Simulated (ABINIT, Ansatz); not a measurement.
# Ba2C (Fm-3m): zone-centre phonons, part 3 of 3

Aim: the zone-centre modes of Ba2C (Fm-3m).

ABINIT 10.8.3; DFT PBEsol, scalar-relativistic, plane waves, PseudoDojo norm-conserving pseudopotentials.

So far, highest optical zone-centre mode (no LO-TO term) (cm⁻¹): step 5 (modes with the sum rule) 227; step 6 (ASR 0, chneut 0) 226.

The structure was built from a prototype and need not be the compound's stable phase.

**7. A second program**

The same cell goes through another code at the same cutoff. The files are of one family, but Ansatz's library holds files of its own making for some heavy elements, so those for Ba may differ.

This step: DFT PBEsol, scalar-relativistic, plane waves, norm-conserving pseudopotentials of its library (PseudoDojo's, some remade) (Ansatz 0.2.0).

Contents of input.yaml:

```yaml
crystal:
  lattice:
    - [-3.4670807445, 0.0, 3.4670807445]
    - [0.0, 3.4670807445, 3.4670807445]
    - [-3.4670807445, 3.4670807445, 0.0]
  atoms:
    - { symbol: Ba, position: [0.75, 0.75, 0.75] }
    - { symbol: Ba, position: [0.25, 0.25, 0.25] }
    - { symbol: C, position: [0.0, 0.0, 0.0] }
kpoints:
  mp_grid: { grid: [8, 8, 8] }
hamiltonian:
  xc: pbesol
  pseudopotentials: { kind: nc, accuracy: standard }
scf:
  occupations: { method: gaussian, width: 0.27211 }
output:
  eigenvalues: true
basis:
  ecutwfc: 1006.821
phonons:
  method: dfpt
```

Run with:

```console
> ansatz run input.yaml --threads 4 --pin off --max-ram 8192MiB --backend cpu --events-out ev --progress --plain --runs-dir out
```

Numbers of over 12 decimals in the logs are rounded to 6 here.

What it wrote:

```text
Warning: basis.ecutwfc = 1006.821 eV is below the records' recommended 1115.666836 eV, and the density's cutoff is lower with it unless basis.ecutrho_ratio is high enough to keep the records' density cutoff: compare with a run at a higher cutoff
zone centre: on kpoints.mp_grid the ground state, and the responses unless they are solved on pairs of k-points, stand on 59 of the mesh's 512 k-points, reduced under 8 symmetry operations, with k and −k counted as one. Each operation leaves every solved displacement unchanged or reverses it
Engine: ansatz 0.2.0, aarch64-unknown-linux-gnu
Pseudopotentials: kind: nc
Pseudopotential: Ba, nc, valence charge 10, recommended cutoff 770 eV (normal), Ba.nc.azcp (PseudoDojo's, or run here from an input of PseudoDojo's; its table is named by hamiltonian.pseudopotentials.accuracy)
Pseudopotential: C, nc, valence charge 4, recommended cutoff 1115.666836 eV (normal), C.nc.azcp (PseudoDojo's, or run here from an input of PseudoDojo's; its table is named by hamiltonian.pseudopotentials.accuracy)
Functional definition: PBEsol
  exchange = pbesol_x
  correlation = pbesol_c
Crystal: 3 atoms, lattice volume = 83.353 Å³
Basis set: ecut = 1006.821 eV, 5985 PW (Γ), exchange–correlation on 108×108×108 points (8 copies of the dense FFT grid, shifted against one another)
Bands: 16, of which v1, the nominal top of the filled ones, is band 12 counted from 1 (11 counted from 0)
Symmetry: 48 space group operations
k-points: 59 of 512 (irreducible under 8 space group operations, time reversal used)
Non-local potential: Ba, projectors of the file, l = 0: 2, l = 1: 2, l = 2: 2, l = 3: 2
Non-local potential: C, projectors of the file, l = 0: 2, l = 1: 2
Initial density: superposition of atomic densities (chi_scale 0.1, normalization cell, long waves kept (reshape's long-wave potential 0.00 eV rms))
Initial wavefunctions: pseudopotential atomic-orbital guess
Functional: x = pbesol(κ = 0.804, μ = 0.123457), c = pbesol(β = 0.046)
SCF iter   1: F=—  HF=-1685.913484 eV  |F-HF|=—  |Δ(HF+E_count)|=         —  Δρ=2.73e-2  dr2=1.81e0  ethr=3.10e-3  ⟨swp⟩=10.2  Hψ=7515  notcnv=0
preconditioner: auto → none  [insulator: Δε(μ)=0.362 eV  Ē_g=10.987 eV  σ=0.272 eV  W_gap=0.64  n_scr=14 (ndim 8)  ℏωp=18.2 eV  f_vac=0.000  D(μ)=0.16/eV (n_scr^D=0)  ε∞_Penn≈3.7]
SCF iter   2: F=—  HF=-1686.285940 eV  |F-HF|=—  |Δ(HF+E_count)|=   3.72e-1  Δρ=5.39e-2  dr2=4.90e0  ethr=3.10e-3  ⟨swp⟩=4.6  Hψ=2518  notcnv=0  recentre
SCF iter   3: F=—  HF=-1685.651907 eV  |F-HF|=—  |Δ(HF+E_count)|=   6.34e-1  Δρ=1.40e-2  dr2=3.88e-1  ethr=3.10e-3  ⟨swp⟩=3.5  Hψ=2000  notcnv=2
SCF iter   4: F=—  HF=-1685.584787 eV  |F-HF|=—  |Δ(HF+E_count)|=   6.71e-2  Δρ=1.65e-3  dr2=1.24e-3  ethr=1.62e-3  ⟨swp⟩=1.5  Hψ=1293  notcnv=0
SCF iter   5: F=—  HF=-1685.585565 eV  |F-HF|=—  |Δ(HF+E_count)|=   7.78e-4  Δρ=7.75e-4  dr2=2.74e-4  ethr=5.16e-6  ⟨swp⟩=3.6  Hψ=2017  notcnv=0
SCF iter   6: F=—  HF=-1685.585714 eV  |F-HF|=—  |Δ(HF+E_count)|=   1.49e-4  Δρ=1.20e-4  dr2=1.25e-5  ethr=1.14e-6  ⟨swp⟩=2.9  Hψ=1728  notcnv=0
SCF iter   7: F=—  HF=-1685.585713 eV  |F-HF|=—  |Δ(HF+E_count)|=   6.79e-7  Δρ=4.38e-5  dr2=1.15e-6  ethr=5.22e-8  ⟨swp⟩=2.0  Hψ=1097  notcnv=0
SCF iter   8: F=—  HF=-1685.585692 eV  |F-HF|=—  |Δ(HF+E_count)|=   2.12e-5  Δρ=4.30e-6  dr2=1.67e-8  ethr=4.80e-9  ⟨swp⟩=2.2  Hψ=1273  notcnv=0
SCF iter   9: F=—  HF=-1685.585692 eV  |F-HF|=—  |Δ(HF+E_count)|=   1.05e-8  Δρ=1.76e-6  dr2=9.64e-10  ethr=6.95e-11  ⟨swp⟩=3.2  Hψ=2037  notcnv=0
SCF iter  10: F=—  HF=-1685.585692 eV  |F-HF|=—  |Δ(HF+E_count)|=  3.96e-11  Δρ=1.05e-6  dr2=7.00e-10  ethr=4.02e-12  ⟨swp⟩=3.0  Hψ=1787  notcnv=0
SCF iter  11: F=—  HF=-1685.585692 eV  |F-HF|=—  |Δ(HF+E_count)|=  1.37e-10  Δρ=2.16e-7  dr2=3.53e-11  ethr=2.92e-12  ⟨swp⟩=2.0  Hψ=1081  notcnv=0
SCF iter  12: F=-1685.585692 eV  HF=-1685.585692 eV  |F-HF|=0.00e0  |Δ(HF+E_count)|=  5.68e-12  Δρ=2.32e-8  dr2=2.32e-13  ethr=1.00e-12  ⟨swp⟩=12.8  Hψ=7698  notcnv=0
SCF 1 converged in 12 iterations: F = -1685.585692 eV  dr2 = 2.32e-13
DFPT response loops at Γ: preconditioner auto → Kerker (q_TF=auto, 2.217 Å⁻¹) (partly filled bands, converged f_vac=0.000); β = 1.00, the filter's whole step (`scf.mixing.beta` (0.50) is not read by the response loops under this deck's `scf.mixing.preconditioner`; to damp them name `kerker` or `kerker_dos`, under which they read `scf.mixing.beta`, and type it under 1.00, their step now; both keys bind the ground state too); Broyden in place of MSR1
SCF converged after 12 iterations
Free energy (F): -1685.585692 eV
Harris-Foulkes:  -1685.585692 eV  (|F-HF|=0.00e0)
Internal energy: -1685.546339 eV  (E = F + TS)
E sigma→0 (E₀):  -1685.566016 eV
Entropy (-TS):   -0.039352 eV (-13.117 meV/atom)
Fermi energy:    9.944097 eV
--- Per-component energies (eV) ---
  E_band       = -51.638371
  E_kinetic    = 462.145287
  E_local      = -735.105783  (includes V_loc(G=0)·N_el)
  E_nonlocal   = 209.508884
  E_hartree    = 179.091157
  E_xc         = -413.392108
  E_vxc        = -346.369081  (∫ρ·V_xc dr)
  E_ewald      = -1387.793777
  E_smearing   = -0.039352  (= −TS)
  E_closure    = -0.000000  (closes the sum)
  Σ components = -1685.585692   (vs F -1685.585692, Δ=0.00e0)
--- Band table (eV; the first three rows and the last of 59) ---
  k-point 0: bands = [... 8 lower, 1.8353, 7.9329, 7.9329, 7.9329, 10.0259, 10.1605, 10.1605, 14.3183]
  k-point 1: bands = [... 8 lower, 1.9588, 7.9419, 8.0657, 8.0657, 10.3832, 10.3832, 10.5433, 13.7196]
  k-point 2: bands = [... 8 lower, 2.2094, 8.2379, 8.4311, 8.4311, 11.0032, 11.0032, 11.4991, 12.9810]
  k-point 58: bands = [... 8 lower, 2.3403, 8.2766, 9.7407, 9.9965, 9.9965, 11.1225, 11.7338, 14.0870]
--- Phonons (Γ-DFPT): 2 representative perturbations + reference, on 59 of 512 k-points (Σ response iterations 6) ---
  k mesh reduced under 8 symmetry operations, with k and −k counted as one. Each operation leaves every solved displacement unchanged or reverses it
  ASR residual: 3.536e-5 → 0.000e0 eV/Å²; symmetrization residual: 2.549e-7 eV/Å²
  ASR residual per site (eV/Å²): 2.00e-5 2.00e-5 3.54e-5
  Γ frequencies (cm⁻¹): 0.00 0.00 0.00 66.50 66.50 66.50 215.31 215.31 215.31
  non-analytic LO–TO correction: not included (Born effective charges unavailable; polar crystals: no LO–TO splitting at Γ)
```

Wall time 29 s (4 threads of Arm Neoverse V1, shared host); peak memory 1.6 GiB; 1.9 min of CPU time.

This step gave:

* sum-rule residual before enforcement: 3.54e-5 eV/Å²
* highest optical zone-centre mode (no LO-TO term): 215.3 cm⁻¹
* lowest optical zone-centre mode: 66.5 cm⁻¹

**8. The two compared: ABINIT PseudoDojo and Ansatz, library NC**

Worked out from the results:

- root-mean-square difference: 8.88 cm⁻¹
- largest difference: 11.6 cm⁻¹

Optical modes, paired by symmetry label. Frequencies side by side, by row:

```tsv
q (reciprocal lattice)	mode	ABINIT PseudoDojo (cm⁻¹)	Ansatz, library NC (cm⁻¹)
0 0 0	4	71.3	66.5
0 0 0	5	71.3	66.5
0 0 0	6	71.3	66.5
0 0 0	7	226.9	215.3
0 0 0	8	226.9	215.3
0 0 0	9	226.9	215.3
```

At the zone centre the largest difference (acoustic modes at Γ apart) is 5 % of the highest mode.

**9. What came out**

| Item | Value |
| --- | --- |
| space group after relaxation | Fm-3m |
| volume per atom | 27.8 Å³ |
| highest optical zone-centre mode (no LO-TO term) | 226.9 cm⁻¹ |
| lowest optical zone-centre mode | 71.3 cm⁻¹ |
| imaginary optical modes at the zone centre (no q mesh in this session) | none |
| largest difference from Ansatz, library NC | 11.6 cm⁻¹ |

In words: At the PBEsol level the optical modes of Ba2C (Fm-3m) at the zone centre run from 71 to 227 cm⁻¹. ABINIT PseudoDojo and Ansatz, library NC differ by 8.9 cm⁻¹ in the root mean square and by 11.6 cm⁻¹ at most, 5.1 % of the highest mode compared (acoustic modes at Γ left out); the two use different potentials, and the cell was not relaxed for the second set. These are harmonic frequencies at zero temperature: anharmonic shifts and linewidths and thermal expansion are left out. Spin-orbit coupling is left out, which can matter for the heavy elements here. In a metal the frequencies hang on the k mesh and the smearing, most of all near Kohn anomalies. Ansatz warns that the cutoff lies 10 % under the one recommended for these files; agreement at one cutoff is not convergence. The total energies of the two programs lie far apart, so at least one potential file in Ansatz's library differs from the published one read by the first program. The structure is a hypothetical one, built on a prototype.

[Host names and launcher messages were left out of these logs when they were recorded.]

[Logs are printed without paths, hosts, clocks, repeated set-up lines and the standing remarks that a program may print on its own settings, such as how far it seeks lower states.]

[Hosts, paths, dates, database ids (printed as entryN), source tags and the programs' standing remarks are cut or masked in the printed files.]
